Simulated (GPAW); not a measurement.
# 1T-FeClI monolayer in an electric field, part 3 of 3

Wanted: the out-of-plane polarisability of 1T-FeClI monolayer.

GPAW 26.7.0; GPAW, PAW setups; layer in a repeated cell with vacuum, relaxation of atoms and in-plane cell (the session's first sound run).

So far. Step 8 (Field on): The dipole is now -0.00737 e Å, against -0.040 in the run without a field.

### Step 9. In a field

Level of this step: GPAW, PAW setups; slab in vacuum (GPAW).

run.py reads:

```python
import json
import numpy as np
from ase import Atoms
from gpaw import GPAW, PW
from gpaw.external import ConstantElectricField

slab = Atoms(
    ['I', 'Fe', 'Cl'],
    positions=[
        [1.90881, 1.10205, 9.00000],
        [-0.00000, 0.00000, 10.72422],
        [0.00000, 2.20410, 11.97636]],
    cell=[[3.81762, -0.0, 0.0], [-1.90881, 3.30616, 0.0], [0.0, 0.0, 20.9764]],
    pbc=[True, True, False],
    magmoms=[0.0, 4.0, 0.0])

slab.calc = GPAW(mode=PW(400), xc='PBE', kpts={'size': (9, 9, 1), 'gamma': True},
                 occupations={'name': 'fermi-dirac', 'width': 0.05}, nbands='160%',
                 convergence={'density': 1e-05}, maxiter=200,
                 poissonsolver={'dipolelayer': 'xy'},
                 external=ConstantElectricField(0.2, [0, 0, 1]),
                 symmetry={'tolerance': 1e-3}, txt='slab.txt')
result = {}
energy = slab.get_potential_energy()
fermi = slab.calc.get_fermi_level()
v = slab.calc.get_electrostatic_potential().mean((0, 1)) - fermi
n = slab.calc.get_pseudo_density().mean((0, 1))
L = slab.cell[2, 2]
z = np.arange(len(v)) * L / len(v)
low, high = slab.positions[:, 2].min(), slab.positions[:, 2].max()
below, above = np.interp([low - 6.8, high + 6.8], z, v)
slopes = [np.interp(x, z, np.gradient(v, z)) for x in (low - 6.8, high + 6.8)]
eps = np.array([[slab.calc.get_eigenvalues(k, s) for k in range(len(slab.calc.get_ibz_k_points()))]
                for s in range(slab.calc.get_number_of_spins())]) - fermi
top, bottom = eps[eps < 0].max(), eps[eps > 0].min()
dipole = slab.get_dipole_moment()[2]
print(f'energy {energy:.4f} eV, Fermi level {fermi:.4f} eV, dipole {dipole:.5f} e A')
print(f'potential 6.8 A off the faces, from the Fermi level: lower {below:.4f} eV, upper {above:.4f} eV')
print(f'slope of the potential there: lower {slopes[0]:.5f}, upper {slopes[1]:.5f} eV/A')
print(f'nearest levels on the mesh: {top:.4f} and {bottom:.4f} eV')
print('magnetic moment', round(slab.get_magnetic_moment(), 3))
result.update(energy=energy, fermi=fermi, dipole=dipole, below=below, above=above, slopes=slopes, edges=[top, bottom],
              z=z.tolist(), v=v.tolist(), n=n.tolist(), positions=slab.positions.tolist(),
              forces=slab.get_forces(apply_constraint=False).tolist(), moments=slab.get_magnetic_moments().tolist())
json.dump(result, open('result.json', 'w'))
```

Started as:

```sh
> OMP_NUM_THREADS=1 OPENBLAS_NUM_THREADS=1 python run.py
```

Log:

```text
energy -13.2370 eV, Fermi level -2.2811 eV, dipole 0.02555 e A
potential 6.8 A off the faces, from the Fermi level: lower 5.3400 eV, upper 4.9737 eV
slope of the potential there: lower -0.00003, upper 0.00002 eV/A
nearest levels on the mesh: -0.0208 and 0.0144 eV
magnetic moment 4.0
```

Wall time 2.2 min (1 thread of Intel Xeon Platinum 8488C (Sapphire Rapids), shared host); peak memory 0.38 GiB.

The electrostatic potential energy of an electron (without an applied field's), less the Fermi level, planar mean by z:

```
z (Å)  electrostatic potential energy of an electron (without an applied field's), less the Fermi level, planar mean (eV)
  0.0                                                                                                                5.16
  0.5                                                                                                                5.34
  1.0                                                                                                                5.34
  1.5                                                                                                                5.34
  2.0                                                                                                                5.34
  2.5                                                                                                                5.34
  3.0                                                                                                                5.34
  3.5                                                                                                                5.34
  4.0                                                                                                                5.34
  4.5                                                                                                                5.34
  5.0                                                                                                                5.34
  5.5                                                                                                                5.34
  6.0                                                                                                                5.33
  6.5                                                                                                                5.30
  7.0                                                                                                                5.16
  7.5                                                                                                                4.57
  8.0                                                                                                                2.05
  8.5                                                                                                               -6.90
  9.0                                                                                                               -17.7
  9.5                                                                                                               -8.04
 10.0                                                                                                               -2.37
 10.5                                                                                                               -7.43
 11.0                                                                                                               -7.17
 11.5                                                                                                               -5.61
 12.0                                                                                                               -12.5
 12.5                                                                                                               -1.16
 13.0                                                                                                                3.80
 13.5                                                                                                                4.76
 14.0                                                                                                                4.93
 14.5                                                                                                                4.97
 15.0                                                                                                                4.97
 15.5                                                                                                                4.97
 16.0                                                                                                                4.97
 16.5                                                                                                                4.97
 17.0                                                                                                                4.97
 17.5                                                                                                                4.97
 18.0                                                                                                                4.97
 18.5                                                                                                                4.97
 19.0                                                                                                                4.97
 19.5                                                                                                                4.97
 20.0                                                                                                                4.97
 20.5                                                                                                                4.97
```

The dipole is now 0.0256 e Å, against -0.040 in the run without a field.

### Step 10. In a field

Changes to run.py since step 9:

```diff
@@ -20,3 +20,3 @@
                  poissonsolver={'dipolelayer': 'xy'},
-                 external=ConstantElectricField(0.2, [0, 0, 1]),
+                 external=ConstantElectricField(0.3, [0, 0, 1]),
                  symmetry={'tolerance': 1e-3}, txt='slab.txt')
```

Log:

```text
energy -13.2412 eV, Fermi level -2.3025 eV, dipole 0.05851 e A
potential 6.8 A off the faces, from the Fermi level: lower 5.6044 eV, upper 4.7656 eV
slope of the potential there: lower -0.00004, upper 0.00002 eV/A
nearest levels on the mesh: -0.0207 and 0.0146 eV
magnetic moment 4.0
```

Elapsed: 2.1 min, on 1 thread; peak memory 0.38 GiB.

The dipole is now 0.0585 e Å, against -0.040 in the run without a field.

### Step 11. The series

The members are put on one axis.

This step: induced dipole against applied field (GPAW 26.7.0).

Dipole along the normal against field:

```
field (V/Å)  dipole along the normal (e·Å)
     -0.200                         -0.106
     -0.100                        -0.0731
     -0.050                        -0.0567
      0.000                        -0.0403
      0.050                        -0.0238
      0.100                       -0.00737
      0.200                         0.0256
      0.300                         0.0585
```

### Step 12. Outcome

```
work function, upper and lower face            : 5.393 and 4.815 eV
dipole along the normal                        : -0.0403 e Å
induced dipole per field                       : 0.329 e Å per V/Å
out-of-plane polarisability per area, α/(ε0 A) : 4.71 Å
```

In words: The field induces 0.329 e Å per V/Å, a polarisable thickness α/(ε0 A) of 4.71 Å beside 2.98 Å between the outermost nuclei. A perfect conductor would give the distance between its two image planes; a dielectric of thickness t gives t(1 - 1/ε). The two faces differ by 0.58 eV, the step that the slab's dipole makes (e p/(ε0 A) gives 0.58 eV), so the dipole layer is needed. The induced dipole is linear in the field over this range. The starting lattice was a guess from atomic radii; the relaxation moved it by 6 %. The relaxation of atoms and cell ran in a fully periodic cell without the dipole layer, so the atoms of this polar layer felt a small spurious field. One magnetic start was tried; another order may lie lower. The layer's cell and atoms come from the relaxation; spin-orbit coupling and temperature are left out.

[Logs are printed without paths, hosts, clocks, repeated set-up lines and the standing remarks that a program may print on its own settings, such as how far it seeks lower states.]

[Hosts, paths, dates, database ids (printed as entryN), source tags and the programs' standing remarks are cut or masked in the printed files.]
